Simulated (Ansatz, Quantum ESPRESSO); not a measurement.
# SiOs3 (Fm-3m): zone-centre phonons, part 2 of 3

Which modes does SiOs3 (Fm-3m) have at the zone centre?

Quantum ESPRESSO 7.5; DFT LDA, scalar-relativistic, plane waves, JTH PAW pseudopotentials.

So far. Step 2 (A probe with smearing): No gap opens on this mesh, so smearing is kept; the start stands at -5.1 GPa. Step 4 (Self-consistent run for the response): The cell stands at -0.001 GPa, close enough for phonons. The relaxed cell has a = 6.009 Å (conventional setting).

The structure was built from a prototype and need not be the compound's stable phase.

**5. Linear response at Γ**

At q = 0 one unit cell holds all displacements; symmetry groups them into irreducible representations that are solved one by one. With smeared occupations no response to a homogeneous field can be asked.

Contents of ph.in:

```
phonons
 &inputph
    prefix='x',
    outdir='./tmp',
    fildyn='g.dyn',
    tr2_ph=1.0d-18,
    alpha_mix(1)=0.4,
    nmix_ph=8,
 /
0.000000000000 0.000000000000 0.000000000000
```

Launch:

```
> OMP_NUM_THREADS=1 mpirun -n 4 ph.x -nk 4 -in ph.in > ph.out
```

Output:

```text
[banners, grids, parts of the stress and lines that vanish by symmetry left out]
[banner, memory and clock lines left out]
Program PHONON v.7.5

     ./tmp/x.save/

     file Si.upf: wavefunction(s)  0S 0P renormalized
     file Os.upf: wavefunction(s)  6S 0S 0P 0P 5D 0D renormalized

     IMPORTANT: XC functional enforced from input :
     Exchange-correlation= PW
                           (   1   4   0   0   0   0   0)
     Any further DFT definition will be discarded
     Please, verify this is what you really want

     G-vector sticks info

     negative rho (up, down):  6.268E-03 0.000E+00
     Reading collected, re-writing distributed wavefunctions in ./tmp/

     Number and degeneracy of irreps per q-point
       N         xq(1)         xq(2)         xq(3)   N irreps
       1   0.000000000   0.000000000   0.000000000       4
        3   3   3   3

     Calculation of q =    0.0000000   0.0000000   0.0000000

     phonons

     bravais-lattice index     =            2
     lattice parameter (alat)  =      11.3546  a.u.
     unit-cell volume          =     365.9802 (a.u.)^3
     number of atoms/cell      =            4
     number of atomic types    =            2
     kinetic-energy cut-off    =      40.0000  Ry
     charge density cut-off    =     200.0000  Ry
     convergence threshold     =      1.0E-18
     beta                      =       0.4000
     number of iterations used =            8
     Exchange-correlation= PW
                           (   1   4   0   0   0   0   0)

     celldm(1)=   11.35462  celldm(2)=    0.00000  celldm(3)=    0.00000
     celldm(4)=    0.00000  celldm(5)=    0.00000  celldm(6)=    0.00000

     crystal axes: (cart. coord. in units of alat)
               a(1) = ( -0.5000  0.0000  0.5000 )
               a(2) = (  0.0000  0.5000  0.5000 )
               a(3) = ( -0.5000  0.5000  0.0000 )

     reciprocal axes: (cart. coord. in units 2 pi/alat)
               b(1) = ( -1.0000 -1.0000  1.0000 )
               b(2) = (  1.0000  1.0000  1.0000 )
               b(3) = ( -1.0000  1.0000 -1.0000 )

     Atoms inside the unit cell:

     Cartesian axes

     site n.  atom      mass           positions (alat units)
        1  Si     28.0850   tau(    1) = (    0.00000    0.00000    0.00000  )
        2  Os    190.2300   tau(    2) = (   -0.50000    0.50000    0.50000  )
        3  Os    190.2300   tau(    3) = (   -0.75000    0.75000    0.75000  )
        4  Os    190.2300   tau(    4) = (   -0.25000    0.25000    0.25000  )

     Computing dynamical matrix for
                    q = (   0.0000000   0.0000000   0.0000000 )

     49 Sym.Ops. (with q -> -q+G )

     G cutoff =  653.1536  (  17477 G-vectors)     FFT grid: ( 40, 40, 40)
     G cutoff =  522.5229  (  12387 G-vectors)  smooth grid: ( 36, 36, 36)

     number of k points=    47  Marzari-Vanderbilt smearing, width (Ry)=  0.0200
                       cart. coord. in units 2pi/alat
        k(    1) = (   0.0000000   0.0000000   0.0000000), wk =   0.0020000
        k(    2) = (  -0.1000000   0.1000000  -0.1000000), wk =   0.0160000
        k(    3) = (  -0.2000000   0.2000000  -0.2000000), wk =   0.0160000
        [... further k-points left out ...]

     PseudoPot. # 1 for Si read from file:
     ./pseudo/Si.upf
     Pseudo is Projector augmented-wave + core cor, Zval =  4.0
     Shape of augmentation charge: BESSEL
     Using radial grid of  988 points,  4 beta functions with:
                l(1) =   0
                l(2) =   0
                l(3) =   1
                l(4) =   1
     Q(r) pseudized with 0 coefficients

     PseudoPot. # 2 for Os read from file:
     ./pseudo/Os.upf
     Pseudo is Projector augmented-wave + core cor, Zval =  8.0
     Shape of augmentation charge: SINC**2
     Using radial grid of 1124 points,  6 beta functions with:
                l(1) =   0
                l(2) =   0
                l(3) =   1
                l(4) =   1
                l(5) =   2
                l(6) =   2
     Q(r) pseudized with 0 coefficients

     Mode symmetry, O_h (m-3m)  point group:

     Atomic displacements:
     There are    4 irreducible representations

     Representation     1      3 modes -  To be done

     Representation     2      3 modes -  To be done

     Representation     3      3 modes -  To be done

     Representation     4      3 modes -  To be done

     Alpha used in Ewald sum =   1.9000

     negative rho (up, down):  6.268E-03 0.000E+00

     Representation #   1 modes #   1   2   3

     Self-consistent Calculation
      iter #   1   av.it.:   7.0
      thresh= 1.000E-02 alpha_mix =  0.400 |ddv_scf|^2 =  5.913E-07
      iter #   2   av.it.:  14.8
      thresh= 7.689E-05 alpha_mix =  0.400 |ddv_scf|^2 =  8.745E-09
      iter #   3   av.it.:  16.1
      thresh= 9.351E-06 alpha_mix =  0.400 |ddv_scf|^2 =  7.844E-11
      iter #   4   av.it.:  17.7
      thresh= 8.856E-07 alpha_mix =  0.400 |ddv_scf|^2 =  3.965E-12
      iter #   5   av.it.:  17.0
      thresh= 1.991E-07 alpha_mix =  0.400 |ddv_scf|^2 =  9.597E-14
      iter #   6   av.it.:  16.8
      thresh= 3.098E-08 alpha_mix =  0.400 |ddv_scf|^2 =  7.640E-15
      iter #   7   av.it.:  18.0
      thresh= 8.741E-09 alpha_mix =  0.400 |ddv_scf|^2 =  5.129E-17
      iter #   8   av.it.:  18.6
      thresh= 7.162E-10 alpha_mix =  0.400 |ddv_scf|^2 =  1.255E-18
      iter #   9   av.it.:  18.3
      thresh= 1.120E-10 alpha_mix =  0.400 |ddv_scf|^2 =  1.245E-19

     End of self-consistent calculation

     Convergence has been achieved

     Representation #   2 modes #   4   5   6

     Self-consistent Calculation
      iter #   1   av.it.:   6.5
      thresh= 1.000E-02 alpha_mix =  0.400 |ddv_scf|^2 =  1.520E-07
      iter #   2   av.it.:  15.4
      thresh= 3.898E-05 alpha_mix =  0.400 |ddv_scf|^2 =  8.383E-09
      iter #   3   av.it.:  16.2
      thresh= 9.156E-06 alpha_mix =  0.400 |ddv_scf|^2 =  1.049E-10
      iter #   4   av.it.:  16.7
      thresh= 1.024E-06 alpha_mix =  0.400 |ddv_scf|^2 =  1.531E-12
      iter #   5   av.it.:  15.2
      thresh= 1.238E-07 alpha_mix =  0.400 |ddv_scf|^2 =  2.859E-13
[...]
End of self-consistent calculation

     Convergence has been achieved

     Representation #   3 modes #   7   8   9

     Self-consistent Calculation
[...]
End of self-consistent calculation

     Convergence has been achieved

     Representation #   4 modes #  10  11  12

     Self-consistent Calculation
[...]
iter #   3   av.it.:  16.2
      thresh= 5.253E-06 alpha_mix =  0.400 |ddv_scf|^2 =  4.198E-10
      iter #   4   av.it.:  16.4
      thresh= 2.049E-06 alpha_mix =  0.400 |ddv_scf|^2 =  5.202E-12
      iter #   5   av.it.:  16.8
      thresh= 2.281E-07 alpha_mix =  0.400 |ddv_scf|^2 =  2.687E-13
      iter #   6   av.it.:  17.5
      thresh= 5.184E-08 alpha_mix =  0.400 |ddv_scf|^2 =  1.070E-14
      iter #   7   av.it.:  17.4
      thresh= 1.034E-08 alpha_mix =  0.400 |ddv_scf|^2 =  1.017E-15
      iter #   8   av.it.:  17.7
      thresh= 3.189E-09 alpha_mix =  0.400 |ddv_scf|^2 =  5.331E-18
      iter #   9   av.it.:  17.8
      thresh= 2.309E-10 alpha_mix =  0.400 |ddv_scf|^2 =  4.066E-19

     End of self-consistent calculation

     Convergence has been achieved

     Number of q in the star =    1
     List of q in the star:
          1   0.000000000   0.000000000   0.000000000

     Diagonalizing the dynamical matrix

     q = (    0.000000000   0.000000000   0.000000000 )

 **************************************************************************
     freq (    1) =      -1.588736 [THz] =     -52.994533 [cm-1]
     freq (    2) =      -1.588736 [THz] =     -52.994533 [cm-1]
     freq (    3) =      -1.588736 [THz] =     -52.994533 [cm-1]
     freq (    4) =       0.008210 [THz] =       0.273854 [cm-1]
     freq (    5) =       0.008210 [THz] =       0.273854 [cm-1]
     freq (    6) =       0.008210 [THz] =       0.273854 [cm-1]
     freq (    7) =       4.571828 [THz] =     152.499762 [cm-1]
     freq (    8) =       4.571828 [THz] =     152.499762 [cm-1]
     freq (    9) =       4.571828 [THz] =     152.499762 [cm-1]
     freq (   10) =       6.656642 [THz] =     222.041692 [cm-1]
     freq (   11) =       6.656642 [THz] =     222.041692 [cm-1]
     freq (   12) =       6.656642 [THz] =     222.041692 [cm-1]
 **************************************************************************

     Mode symmetry, O_h (m-3m)  point group:

     freq (   1-   3) =        -53.0  [cm-1]   --> T_2g G_25' G_5+ R
     freq (   4-   6) =          0.3  [cm-1]   --> T_1u G_15  G_4- I
     freq (   7-   9) =        152.5  [cm-1]   --> T_1u G_15  G_4- I
     freq (  10-  12) =        222.0  [cm-1]   --> T_1u G_15  G_4- I
```

The job ended after 6.5 min (4 MPI ranks of Arm Neoverse V1, shared host; 26 min of CPU time).

This step gave:

* largest acoustic frequency at the zone centre before the sum rule: 0.27 cm⁻¹
* highest optical zone-centre mode (no LO-TO term): 222.0 cm⁻¹
* lowest optical zone-centre mode: -52.99 cm⁻¹

The acoustic modes at Γ come out as far as 0.3 cm⁻¹ from zero, where they should vanish, a small numerical error. The lowest optical mode is imaginary, 53i cm⁻¹, an instability at this level and on this k mesh.

**6. Modes with the sum rule**

A rigid shift of the crystal must cost nothing, but grids and finite bases break this; the acoustic sum rule is imposed before the matrix is diagonalised again.

Contents of dynmat.in:

```
 &input
    fildyn='g.dyn',
    asr='simple',
    fileig='dynmat.eig',
 /
```

Launch:

```
> dynmat.x -in dynmat.in > dynmat.out
```

Output:

```text
[banner, memory and clock lines left out]
Program DYNMAT v.7.5

     Reading Dynamical Matrix from file g.dyn
     ...Force constants read
     ...epsilon and Z* not read (not found on file)
     A direction for q was not specified:TO-LO splitting will be absent

     Polarizability (A^3 units)
     multiply by 1.000000 for Clausius-Mossotti correction
         0.000000    0.000000    0.000000
         0.000000    0.000000    0.000000
         0.000000    0.000000    0.000000

     IR activities are in (D/A)^2/amu units

# mode   [cm-1]    [THz]      IR
    1    -52.99   -1.5887    0.0000
    2    -52.99   -1.5887    0.0000
    3    -52.99   -1.5887    0.0000
    4     -0.00   -0.0000    0.0000
    5      0.00    0.0000    0.0000
    6      0.00    0.0000    0.0000
    7    152.50    4.5718    0.0000
    8    152.50    4.5718    0.0000
    9    152.50    4.5718    0.0000
   10    222.04    6.6567    0.0000
   11    222.04    6.6567    0.0000
   12    222.04    6.6567    0.0000

[end of the log left out, with the tail of the file of modes that dynmat.x writes under the same name]
```

Run time: 0.47 s. Hardware: 1 thread.

Unit eigenvectors of the mass-weighted matrix after the sum rule; no LO-TO term. Modes at Γ, with each element's share of the kinetic energy (negative means imaginary):

```
mode  frequency (cm⁻¹)  Si %  Os %
   1             -53.0     0   100
   2             -53.0     0   100
   3             -53.0     0   100
   4               0.0     5    95
   5               0.0     5    95
   6               0.0     5    95
   7             152.5     6    94
   8             152.5     6    94
   9             152.5     6    94
  10             222.0    89    11
  11             222.0    89    11
  12             222.0    89    11
```

Displacements in mode 2 (-53.0 cm⁻¹), the largest set to 1:
```
Si1  0.00  0.00  0.00
Os2  0.00  0.00  0.00
Os3  0.11  1.00 -0.04
Os4 -0.11 -1.00  0.04
```

Displacements in mode 8 (152.5 cm⁻¹), the largest set to 1:
```
Si1  0.19  0.88  0.00
Os2  0.22  1.00  0.00
Os3 -0.12 -0.56  0.00
Os4 -0.12 -0.56  0.00
```

The rule moves no optical mode by more than 0.1 cm⁻¹.

**7. Sum rules set otherwise: a sum rule for molecules or wires on a crystal**

This rule also removes rotations, which suits molecules and not a crystal; it is tried to see the harm.

Contents of dynmat.in:

```
 &input
    fildyn='g.dyn',
    asr='zero-dim',
    fileig='dynmat.eig',
 /
```

Launch:

```
> dynmat.x -in dynmat.in > dynmat.out
```

Output:

```text
[banner, memory and clock lines left out]
Program DYNMAT v.7.5

     Reading Dynamical Matrix from file g.dyn
     ...Force constants read
     ...epsilon and Z* not read (not found on file)
     Acoustic Sum Rule: || Z*(ASR) - Z*(orig)|| =    0.000000E+00
     Acoustic Sum Rule: ||dyn(ASR) - dyn(orig)||=    1.969502E-01
     A direction for q was not specified:TO-LO splitting will be absent

     Polarizability (A^3 units)
     multiply by 1.000000 for Clausius-Mossotti correction
         0.000000    0.000000    0.000000
         0.000000    0.000000    0.000000
         0.000000    0.000000    0.000000

     IR activities are in (D/A)^2/amu units

# mode   [cm-1]    [THz]      IR
    1    -52.99   -1.5887    0.0000
    2     -0.00   -0.0000    0.0000
    3     -0.00   -0.0000    0.0000
    4     -0.00   -0.0000    0.0000
    5      0.00    0.0000    0.0000
    6      0.00    0.0000    0.0000
    7     68.61    2.0568    0.0000
    8     68.61    2.0568    0.0000
    9    152.50    4.5718    0.0000
   10    159.58    4.7840    0.0000
   11    159.58    4.7840    0.0000
   12    222.04    6.6567    0.0000

   )
[end of the log left out, with the tail of the file of modes that dynmat.x writes under the same name]
```

Run time: 0.47 s. Hardware: 1 thread.

The program raised no error, yet the settings are not those of a careful run.

The fault: a sum rule for molecules or wires on a crystal; 2 optical modes are projected out to zero frequency, as if they were rotations.

For a crystal the rule has to be 'simple' or 'crystal'.

Zone-centre frequencies as printed; negative means imaginary. Modes:

```
mode  frequency (cm⁻¹)
   1            -52.99
   2                 0
   3                 0
   4                 0
   5                 0
   6                 0
   7             68.61
   8             68.61
   9             152.5
  10             159.6
  11             159.6
  12               222
```

**8. Sum rules set otherwise (asr crystal)**

The rule can be imposed in more than one way; the choices should agree where the raw error is small.

Contents of dynmat.in:

```
 &input
    fildyn='g.dyn',
    asr='crystal',
    fileig='dynmat.eig',
 /
```

Launch:

```
> dynmat.x -in dynmat.in > dynmat.out
```

Output:

```text
[banner, memory and clock lines left out]
Program DYNMAT v.7.5

     Reading Dynamical Matrix from file g.dyn
     ...Force constants read
     ...epsilon and Z* not read (not found on file)
     Acoustic Sum Rule: || Z*(ASR) - Z*(orig)|| =    0.000000E+00
     Acoustic Sum Rule: ||dyn(ASR) - dyn(orig)||=    7.544284E-06
     A direction for q was not specified:TO-LO splitting will be absent

     Polarizability (A^3 units)
     multiply by 1.000000 for Clausius-Mossotti correction
         0.000000    0.000000    0.000000
         0.000000    0.000000    0.000000
         0.000000    0.000000    0.000000

     IR activities are in (D/A)^2/amu units

# mode   [cm-1]    [THz]      IR
    1    -52.99   -1.5887    0.0000
    2    -52.99   -1.5887    0.0000
    3    -52.99   -1.5887    0.0000
    4     -0.00   -0.0000    0.0000
    5     -0.00   -0.0000    0.0000
    6      0.00    0.0000    0.0000
    7    152.50    4.5718    0.0000
    8    152.50    4.5718    0.0000
    9    152.50    4.5718    0.0000
   10    222.04    6.6567    0.0000
   11    222.04    6.6567    0.0000
   12    222.04    6.6567    0.0000

   )
[end of the log left out, with the tail of the file of modes that dynmat.x writes under the same name]
```

It took 0.47 s on 1 thread.

Zone-centre frequencies as printed; negative means imaginary. Modes:

```
mode  frequency (cm⁻¹)
   1            -52.99
   2            -52.99
   3            -52.99
   4                 0
   5                 0
   6                 0
   7             152.5
   8             152.5
   9             152.5
  10               222
  11               222
  12               222
```

Against the first rule no mode moves by more than 0.1 cm⁻¹.

[end of part 2 of 3]

[Host names and launcher messages were left out of these logs when they were recorded.]

[Logs are printed without paths, hosts, clocks, repeated set-up lines and the standing remarks that a program may print on its own settings, such as how far it seeks lower states.]

[Hosts, paths, dates, database ids (printed as entryN), source tags and the programs' standing remarks are cut or masked in the printed files.]
